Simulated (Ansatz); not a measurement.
## Pa (I4/mmm, 1 atom in the cell): from the cell to its phonons

Aim: the vibrations of Pa (I4/mmm, 1 atom in the cell), their spectra, and whether the structure is stable.

Method: DFT PBEsol, scalar-relativistic, plane waves, PAW, in Ansatz 0.2.0.

## 1. The structure

Symmetry: I4/mmm, No. 139, tetragonal system. The conventional cell has a = 3.925 Å, b = 3.925 Å, c = 3.238 Å, α = 90.00°, β = 90.00°, γ = 90.00°. Nearest to Pa lie 10 Pa at 3.21 to 3.24 Å.

## 2. Relaxation

The volume is held at the value of the starting cell, while the atoms and the shape relax as far as symmetry allows.

Input file input.yaml:

```yaml
crystal:
  lattice:
    - [-1.9625, 1.9625, 1.619]
    - [1.9625, -1.9625, 1.619]
    - [1.9625, 1.9625, -1.619]
  atoms:
    - { symbol: Pa, position: [0.0, 0.0, 0.0] }
kpoints:
  mp_grid: { grid: [16, 16, 16] }
hamiltonian:
  xc: pbesol
scf:
  occupations: { method: gaussian, width: 0.1 }
output:
  forces: true
  stress: true
  eigenvalues: true
relax:
  adjacent_minimum: "off"
  f_tol: 0.005
  max_steps: 80
  cell: { stress_tol: 0.05, fix: [volume] }
```

Command:

```console
> ansatz run input.yaml --threads 8 --pin off --max-ram 14336MiB --backend cpu --events-out ev --progress --plain --runs-dir out
```

Numbers of over 12 decimals in the logs are rounded to 6 here.

Log:

```text
band count auto-derived: 16 (N_el = 13.0; filled up to band 7; 11 by the electrons, moments and atoms)
Engine: ansatz 0.2.0, x86_64-unknown-linux-gnu
Pseudopotentials: kind: paw
Pseudopotential: Pa, paw, valence charge 13, recommended cutoff 420 eV (normal), Pa.paw.azcp
Functional definition: PBEsol
  exchange = pbesol_x
  correlation = pbesol_c
Crystal: 1 atoms, lattice volume = 24.942 Å³
Basis set: ecut = 420 eV, 513 PW (Γ), exchange–correlation on 48×48×48 points (8 copies of the dense FFT grid, shifted against one another)
Bands: 16, of which v1, the nominal top of the filled ones, is band 7 counted from 1 (6 counted from 0)
Symmetry: 16 space group operations
Space group: I4/mmm (ITA 139), of the structure as read, at distance tolerance 2.9e-5 Å
k-points: 349 of 4096
Non-local potential: Pa, projectors of the file, l = 0: 3, l = 1: 2, l = 2: 2, l = 3: 3
PAW form: soft (Blöchl's): semilocal exchange-correlation on the pseudo side does not see the compensation charge
PAW frozen core: Pa, regenerated for the run's functional, and the local potential with it (the file was generated under x = pbe(κ = 0.804, μ = 0.219515), c = pbe(β = 0.066725))
PAW one-centre angular grid: Pa, 590 points (default); XC on 64 Gauss nodes
Initial density: superposition of atomic densities (neutral atoms: chi_scale 0, normalization atom), corrected by the library's trained network
Initial wavefunctions: pseudopotential atomic-orbital guess
Functional: x = pbesol(κ = 0.804, μ = 0.123457), c = pbesol(β = 0.046)
SCF iter   1: F=—  HF=-13466.858601 eV  |F-HF|=—  |Δ(HF+E_count)|=         —  Δρ=1.09e-2  dr2=9.80e-3  ethr=1.77e-3  ⟨swp⟩=5.7  Hψ=32150  notcnv=0
preconditioner: auto → none  [metal: Δε(μ)=0.001 eV  Ē_g=13.446 eV  σ=0.100 eV  W_gap=0.01  n_scr=4 (ndim 8)  ℏωp=24.7 eV  f_vac=0.000  D(μ)=2.46/eV (n_scr^D=34)  sad-step TF]
SCF iter   2: F=—  HF=-13466.860286 eV  |F-HF|=—  |Δ(HF+E_count)|=   1.68e-3  Δρ=6.48e-3  dr2=4.30e-3  ethr=7.54e-5  ⟨swp⟩=1.0  Hψ=8376  notcnv=0
SCF iter   3: F=—  HF=-13466.860741 eV  |F-HF|=—  |Δ(HF+E_count)|=   4.55e-4  Δρ=3.81e-4  dr2=4.12e-5  ethr=3.31e-5  ⟨swp⟩=1.5  Hψ=5548  notcnv=0
SCF iter   4: F=—  HF=-13466.860724 eV  |F-HF|=—  |Δ(HF+E_count)|=   1.74e-5  Δρ=1.68e-4  dr2=6.88e-6  ethr=3.17e-7  ⟨swp⟩=2.4  Hψ=7083  notcnv=0
SCF iter   5: F=—  HF=-13466.860721 eV  |F-HF|=—  |Δ(HF+E_count)|=   2.76e-6  Δρ=2.55e-5  dr2=1.49e-7  ethr=5.29e-8  ⟨swp⟩=2.4  Hψ=7130  notcnv=0
SCF iter   6: F=-13466.860721 eV  HF=-13466.860721 eV  |F-HF|=1.55e-10  |Δ(HF+E_count)|=   4.76e-8  Δρ=3.66e-6  dr2=1.67e-9  ethr=7.69e-10  ⟨swp⟩=7.2  Hψ=24182  notcnv=0
SCF 1 converged in 6 iterations: F = -13466.860721 eV  dr2 = 1.67e-9
  greatest PAW one-centre occupation: 0.985 electrons in one spin orbital (limit 2), on the Pa atom at site 0 (counted from 0), in its partial waves of l = 0
relax step   1: F+E_penalty+E_count = -13466.86072118 eV  Δ(F+E_penalty+E_count) = +0.000e0 eV  max|allowed force component| = 0.000e0 eV/Å  Δτ_max = 0.0000 Å  P = -6.100 GPa  Ω = 24.942 Å³  fix = [volume]  reactions: volume -6.100 GPa  (6 SCF iters, dr2 threshold 1.00e-7 eV, accepted)
Basis set: ecut = 420 eV, 497 PW (Γ), exchange–correlation on 48×48×48 points (8 copies of the dense FFT grid, shifted against one another)
Initial density: handed on by an earlier stage of this run
Initial wavefunctions: those handed on with the density
iter 1 solved again at ethr=9.05e-6 eV; its pass at ethr=3.10e-3 eV (dr2=1.18e-3 eV) is discarded
SCF iter   1: F=—  HF=-13466.862970 eV  |F-HF|=—  |Δ(HF+E_count)|=         —  Δρ=2.35e-3  dr2=1.22e-3  ethr=9.05e-6  ⟨swp⟩=1.3  Hψ=38055  notcnv=0
preconditioner: auto → none  [metal: Δε(μ)=0.004 eV  Ē_g=13.429 eV  σ=0.100 eV  W_gap=0.03  n_scr=4 (ndim 8)  ℏωp=24.7 eV  f_vac=0.000  D(μ)=2.39/eV (n_scr^D=34)]
SCF iter   2: F=—  HF=-13466.862574 eV  |F-HF|=—  |Δ(HF+E_count)|=   3.96e-4  Δρ=9.90e-4  dr2=9.45e-5  ethr=9.05e-6  ⟨swp⟩=1.4  Hψ=5887  notcnv=0
SCF iter   3: F=—  HF=-13466.862554 eV  |F-HF|=—  |Δ(HF+E_count)|=   2.07e-5  Δρ=2.70e-4  dr2=5.91e-6  ethr=7.27e-7  ⟨swp⟩=1.0  Hψ=5597  notcnv=0
iter 4 did not close the SCF: its close was put off for the readings that it lacked (scf_convergence_deferred on its scf_iter line)
SCF iter   4: F=-13466.862553 eV  HF=-13466.862553 eV  |F-HF|=5.54e-9  |Δ(HF+E_count)|=   2.74e-7  Δρ=3.53e-5  dr2=9.80e-8  ethr=4.55e-8  ⟨swp⟩=1.8  Hψ=6532  notcnv=0
iter 5 did not close the SCF: its close was put off for the readings that it lacked (scf_convergence_deferred on its scf_iter line)
SCF iter   5: F=-13466.862553 eV  HF=-13466.862553 eV  |F-HF|=1.62e-10  |Δ(HF+E_count)|=   2.72e-8  Δρ=2.01e-6  dr2=5.42e-10  ethr=7.54e-10  ⟨swp⟩=2.4  Hψ=7904  notcnv=0
SCF iter   6: F=-13466.862553 eV  HF=-13466.862553 eV  |F-HF|=5.46e-12  |Δ(HF+E_count)|=  1.27e-11  Δρ=2.12e-7  dr2=9.33e-12  ethr=4.17e-12  ⟨swp⟩=1.2  Hψ=15016  notcnv=0
the search or the solves at the SCF's close seem to have found levels that the self-consistency loop had missed (the run counts 1). By its estimate they hold under 1e-12 electrons; where the run keeps them, the occupations were computed again with them
SCF 2 converged in 6 iterations: F = -13466.862553 eV  dr2 = 9.33e-12
relax step   2: F+E_penalty+E_count = -13466.86255343 eV  Δ(F+E_penalty+E_count) = -1.832e-3 eV  max|allowed force component| = 0.000e0 eV/Å  Δτ_max = 0.0000 Å  P = -6.012 GPa  Ω = 24.942 Å³  energy of the carried Pulay correction = +2.657e-5 eV  fix = [volume]  reactions: volume -6.012 GPa  (6 SCF iters, dr2 threshold 1.00e-7 eV, accepted)
iter 1 solved again at ethr=1.86e-6 eV; its pass at ethr=3.10e-3 eV (dr2=2.42e-4 eV) is discarded
SCF iter   1: F=—  HF=-13466.863859 eV  |F-HF|=—  |Δ(HF+E_count)|=         —  Δρ=9.87e-4  dr2=2.27e-4  ethr=1.86e-6  ⟨swp⟩=2.0  Hψ=37213  notcnv=0
preconditioner: auto → none  [metal: Δε(μ)=0.013 eV  Ē_g=13.450 eV  σ=0.100 eV  W_gap=0.07  n_scr=4 (ndim 8)  ℏωp=24.7 eV  f_vac=0.000  D(μ)=2.43/eV (n_scr^D=34)]
SCF iter   2: F=—  HF=-13466.863785 eV  |F-HF|=—  |Δ(HF+E_count)|=   7.47e-5  Δρ=4.10e-4  dr2=1.62e-5  ethr=1.75e-6  ⟨swp⟩=1.6  Hψ=6032  notcnv=0
SCF iter   3: F=—  HF=-13466.863780 eV  |F-HF|=—  |Δ(HF+E_count)|=   4.40e-6  Δρ=1.18e-4  dr2=1.20e-6  ethr=1.25e-7  ⟨swp⟩=1.0  Hψ=5596  notcnv=0
iter 4 did not close the SCF: its close was put off for the readings that it lacked (scf_convergence_deferred on its scf_iter line)
SCF iter   4: F=-13466.863780 eV  HF=-13466.863780 eV  |F-HF|=1.15e-10  |Δ(HF+E_count)|=   1.18e-7  Δρ=1.48e-5  dr2=1.87e-8  ethr=9.26e-9  ⟨swp⟩=1.7  Hψ=6306  notcnv=0
iter 5 did not close the SCF: its close was put off for the readings that it lacked (scf_convergence_deferred on its scf_iter line)
SCF iter   5: F=-13466.863780 eV  HF=-13466.863780 eV  |F-HF|=1.38e-10  |Δ(HF+E_count)|=   3.08e-9  Δρ=1.23e-6  dr2=2.44e-10  ethr=1.44e-10  ⟨swp⟩=2.4  Hψ=7804  notcnv=0
SCF iter   6: F=-13466.863780 eV  HF=-13466.863780 eV  |F-HF|=3.64e-12  |Δ(HF+E_count)|=  4.73e-11  Δρ=1.01e-7  dr2=1.53e-12  ethr=1.88e-12  ⟨swp⟩=1.1  Hψ=14563  notcnv=0
SCF 3 converged in 6 iterations: F = -13466.863780 eV  dr2 = 1.53e-12
relax step   3: F+E_penalty+E_count = -13466.86378006 eV  Δ(F+E_penalty+E_count) = -1.227e-3 eV  max|allowed force component| = 0.000e0 eV/Å  Δτ_max = 0.0000 Å  P = -6.084 GPa  Ω = 24.942 Å³  energy of the carried Pulay correction = +1.573e-5 eV  fix = [volume]  reactions: volume -6.084 GPa  (6 SCF iters, dr2 threshold 1.00e-7 eV, accepted)
[...]
relax step   4: F+E_penalty+E_count = -13466.86378841 eV  Δ(F+E_penalty+E_count) = -8.343e-6 eV  max|allowed force component| = 0.000e0 eV/Å  Δτ_max = 0.0000 Å  P = -6.081 GPa  Ω = 24.942 Å³  energy of the carried Pulay correction = +1.649e-5 eV  fix = [volume]  reactions: volume -6.081 GPa  (6 SCF iters, dr2 threshold 2.66e-8 eV, accepted)
Initial wavefunctions: pseudopotential atomic-orbital guess (no wavefunctions were taken with the density)
iter 1 solved again at ethr=1.48e-8 eV; its pass at ethr=3.10e-3 eV (dr2=1.92e-6 eV) is discarded
SCF iter   1: F=—  HF=-13466.863774 eV  |F-HF|=—  |Δ(HF+E_count)|=         —  Δρ=1.49e-5  dr2=6.55e-9  ethr=1.48e-8  ⟨swp⟩=3.4  Hψ=45833  notcnv=0
SCF iter   2: F=—  HF=-13466.863773 eV  |F-HF|=—  |Δ(HF+E_count)|=   6.46e-7  Δρ=7.26e-6  dr2=1.30e-9  ethr=5.04e-11  ⟨swp⟩=2.6  Hψ=7979  notcnv=0
SCF iter   3: F=—  HF=-13466.863773 eV  |F-HF|=—  |Δ(HF+E_count)|=   4.69e-9  Δρ=1.08e-6  dr2=7.54e-11  ethr=1.00e-11  ⟨swp⟩=2.4  Hψ=7665  notcnv=0
iter 4 did not close the SCF: its close was put off for the readings that it lacked (scf_convergence_deferred on its scf_iter line)
SCF iter   4: F=-13466.863773 eV  HF=-13466.863773 eV  |F-HF|=9.09e-12  |Δ(HF+E_count)|=  7.09e-11  Δρ=8.73e-8  dr2=7.35e-13  ethr=1.00e-12  ⟨swp⟩=1.1  Hψ=5795  notcnv=0
iter 5 did not close the SCF: its close was put off for the readings that it lacked (scf_convergence_deferred on its scf_iter line)
SCF iter   5: F=-13466.863773 eV  HF=-13466.863773 eV  |F-HF|=0.00e0  |Δ(HF+E_count)|=  3.64e-12  Δρ=9.23e-9  dr2=7.83e-15  ethr=1.00e-12  ⟨swp⟩=1.0  Hψ=5584  notcnv=0
iter 6 did not close the SCF: its close was put off for the readings that it lacked (scf_convergence_deferred on its scf_iter line)
SCF iter   6: F=-13466.863773 eV  HF=-13466.863773 eV  |F-HF|=0.00e0  |Δ(HF+E_count)|=  1.82e-12  Δρ=1.65e-9  dr2=2.80e-16  ethr=1.00e-12  ⟨swp⟩=1.0  Hψ=5584  notcnv=0
iter 7 did not close the SCF: its close was put off for the readings that it lacked (scf_convergence_deferred on its scf_iter line)
SCF iter   7: F=-13466.863773 eV  HF=-13466.863773 eV  |F-HF|=1.82e-12  |Δ(HF+E_count)|=    0.00e0  Δρ=1.55e-10  dr2=2.85e-18  ethr=1.00e-12  ⟨swp⟩=1.0  Hψ=5584  notcnv=0
SCF iter   8: F=-13466.863773 eV  HF=-13466.863773 eV  |F-HF|=0.00e0  |Δ(HF+E_count)|=  1.82e-12  Δρ=9.91e-11  dr2=2.21e-18  ethr=1.00e-12  ⟨swp⟩=2.0  Hψ=13658  notcnv=0
SCF 5 converged in 8 iterations: F = -13466.863773 eV  dr2 = 2.21e-18
relax step   5: F+E_penalty+E_count = -13466.86377329 eV  Δ(F+E_penalty+E_count) = +1.512e-5 eV  max|allowed force component| = 0.000e0 eV/Å  Δτ_max = 0.0000 Å  P = -6.081 GPa  Ω = 24.942 Å³  fix = [volume]  reactions: volume -6.081 GPa  stress off target by 6.76e-3 GPa on what of the cell is left free  SCF on the basis re-selected at this cell (its energy is not comparable with the rows above)  (8 SCF iters)
basis re-selected at this cell: Δ(F+E_penalty+E_count) = +1.512e-5 eV, ΔP = -0.000 GPa vs the last step (what re-selecting the basis moved, of the pressure what is left beyond the Pulay correction that the steps carried, after the strain that the cell walked since its last selection, with what the two solves' SCF thresholds leave and, on support functions, any second-order correction that the steps lacked; it is no measure of the basis error at this ecutwfc). This SCF's stress stands 6.76e-3 GPa from its target on what of the cell is left free (relax.cell.stress_tol is 5.00e-2 GPa) and its largest allowed force component is 0.00e0 eV/Å (relax.f_tol is 5.00e-3 eV/Å): [rest of the remark cut]
SCF converged after 8 iterations
Free energy (F): -13466.863773 eV
Harris-Foulkes:  -13466.863773 eV  (|F-HF|=0.00e0)
Internal energy: -13466.851629 eV  (E = F + TS)
E sigma→0 (E₀):  -13466.857701 eV
Entropy (-TS):   -0.012144 eV (-12.144 meV/atom)
Fermi energy:    19.924952 eV
--- Per-component energies (eV) ---
  E_band       = 60.328354
  E_kinetic    = 251.426165
  E_local      = -287.346301  (includes V_loc(G=0)·N_el)
  E_nonlocal   = 191.738688
  E_hartree    = 93.542790
  E_xc         = -235.218927
  E_vxc        = -180.526106  (∫ρ·V_xc dr)
  E_paw        = -12280.572408  (= ΣΔE_a)
  E_vpaw       = -102.049676  (= ΣTr[D̂ρ^β])
  E_aug_tail   = 0.000004  (compensation charges beyond the density's cutoff)
  E_ewald      = -1200.579402
  E_core_change = 0.157762  (= ΣΔE_core)
  E_smearing   = -0.012144  (= −TS)
  E_closure    = 0.000000  (closes the sum)
  Σ components = -13466.863773   (vs F -13466.863773, Δ=0.00e0)
--- Forces (eV/Å), atoms counted from 1 ---
  atom   1  Pa    -0.00000000    -0.00000000    -0.00000000
  max |Σ_I F_I| component: 4.31e-32 eV/Å
--- Stress (GPa, compression-positive) ---
       -6.077679       0.000000       0.000000
        0.000000      -6.077679      -0.000000
        0.000000      -0.000000      -6.087813
  P = ⅓ Tr σ = -6.0811 GPa (-60.811 kbar)
--- Band table (eV; the first three rows and the last of 349) ---
  k-point 0: bands = [... 3 lower, 3.8998, 15.2881, 19.5708, 19.5708, 19.6457, 20.5885, 21.7457, 21.7457, ... 5 higher]
  k-point 1: bands = [... 3 lower, 3.8675, 15.5149, 19.3735, 19.5643, 19.9028, 20.6036, 21.7355, 21.7420, ... 5 higher]
  k-point 2: bands = [... 3 lower, 3.7765, 16.0739, 19.2587, 19.5462, 20.2216, 20.6488, 21.7380, 21.7662, ... 5 higher]
  k-point 348: bands = [... 3 lower, 2.2740, 15.9063, 16.6582, 20.4661, 21.0381, 21.0381, 21.3591, 22.1492, ... 5 higher]
--- Relaxed structure (4 steps of the walk, 4 accepted, 1 SCFs on fresh bases) ---
  F+E_penalty+E_count = -13466.86377329 eV   max|allowed force component| = 0.000e0 eV/Å   (the final SCF, on the basis selected at the relaxed cell)
  cell:  # Å, volume = 24.9417 Å³
    - [-1.975167, 1.975167, 1.598301]
    - [1.975167, -1.975167, 1.598301]
    - [1.975167, 1.975167, -1.598301]
  atoms:
    - { symbol: Pa, position: [0.0, 0.0, 0.0] }
```

Elapsed: 4.5 s, on 8 threads of AMD EPYC 7B13 (Zen 3), shared host; peak memory 0.55 GiB; 29 s of CPU time.

Relaxation path:

```
step  energy less that of the first step (eV)  largest force component (eV/Å)  pressure (GPa)  volume (Å³)
   1                                   0.0000                          0.0000           -6.10        24.94
   2                                  -0.0018                          0.0000           -6.01        24.94
   3                                  -0.0031                          0.0000           -6.08        24.94
   4                                  -0.0031                          0.0000           -6.08        24.94
  5*                                  -0.0031                          0.0000           -6.08        24.94
```

Relaxation steps marked * repeat the geometry before them on a plane-wave basis chosen anew for their cell, so energy and pressure can jump there.

```
conventional cell, symmetrised  before  after  change
                         a (Å)   3.925  3.950  +0.6 %
                         b (Å)   3.925  3.950  +0.6 %
                         c (Å)   3.238  3.197  -1.3 %
              volume (Å³/atom)   24.94  24.94  +0.0 %
```

The relaxed structure:

```xyz
1
Lattice="-1.9752 1.9752 1.5983 1.9752 -1.9752 1.5983 1.9752 1.9752 -1.5983" Properties=species:S:1:pos:R:3 pbc="T T T"
Pa    0.0000    0.0000    0.0000
```

This step gave:

- pressure: -6.081 GPa
- volume per atom: 24.94 Å³
- gap on the k-mesh: 0 eV

In this step the volume went from 24.94 to 24.94 Å³/atom.

## 3. Relaxing to small forces for the phonons

At the same fixed volume the relaxation is repeated with tight tolerances, on the k mesh and occupations of the phonon run that follows.

input.yaml, the sections that differ from step 2:

```yaml
crystal:
  lattice:
    - [-1.9751668531, 1.9751668531, 1.5983011139]
    - [1.9751668531, -1.9751668531, 1.5983011139]
    - [1.9751668531, 1.9751668531, -1.5983011139]
  atoms:
    - { symbol: Pa, position: [0.0, 0.0, 0.0] }
scf:
  occupations: { method: methfessel_paxton, width: 0.2 }
relax:
  adjacent_minimum: "off"
  f_tol: 0.001
  max_steps: 60
  cell: { stress_tol: 0.01, fix: [volume] }
# kpoints, hamiltonian, output: as in step 2
```

Log:

```text
[...]
Crystal: 1 atoms, lattice volume = 24.942 Å³
Basis set: ecut = 420 eV, 513 PW (Γ), exchange–correlation on 48×48×48 points (8 copies of the dense FFT grid, shifted against one another)
Bands: 16, of which v1, the nominal top of the filled ones, is band 7 counted from 1 (6 counted from 0)
Symmetry: 16 space group operations
[...]
k-points: 349 of 4096
[...]
k-point 348: bands = [... 3 lower, 2.2703, 15.9067, 16.6576, 20.4627, 21.0357, 21.0357, 21.3562, 22.1469, ... 5 higher]
--- Relaxed structure (3 steps of the walk, 3 accepted, 1 SCFs on fresh bases) ---
[...]
cell:  # Å, volume = 24.9417 Å³
    - [-1.974971, 1.974971, 1.598618]
    - [1.974971, -1.974971, 1.598618]
    - [1.974971, 1.974971, -1.598618]
  atoms:
    - { symbol: Pa, position: [0.0, 0.0, 0.0] }
[key lines of the parts left out:]
SCF converged after 4 iterations
Free energy (F): -13466.857382 eV
Fermi energy:    19.924579 eV
P = ⅓ Tr σ = -6.0982 GPa (-60.982 kbar)
```

Elapsed: 3.4 s, on 8 threads; peak memory 0.55 GiB; 22 s of CPU time.

Little changed from the start: no atom moved by 0.005 Å and no cell edge by 0.1 %.

Numbers from this step:

```yaml
pressure: -6.098 GPa
```

The forces vanish by symmetry. The volume is held at 24.94 Å³/atom, so a pressure of -6.10 GPa remains at this level.

(Continued in part 2 of 2.)

[Logs are printed without paths, hosts, clocks, repeated set-up lines and the standing remarks that a program may print on its own settings, such as how far it seeks lower states.]

[Hosts, paths, dates, database ids (printed as entryN), source tags and the programs' standing remarks are cut or masked in the printed files.]
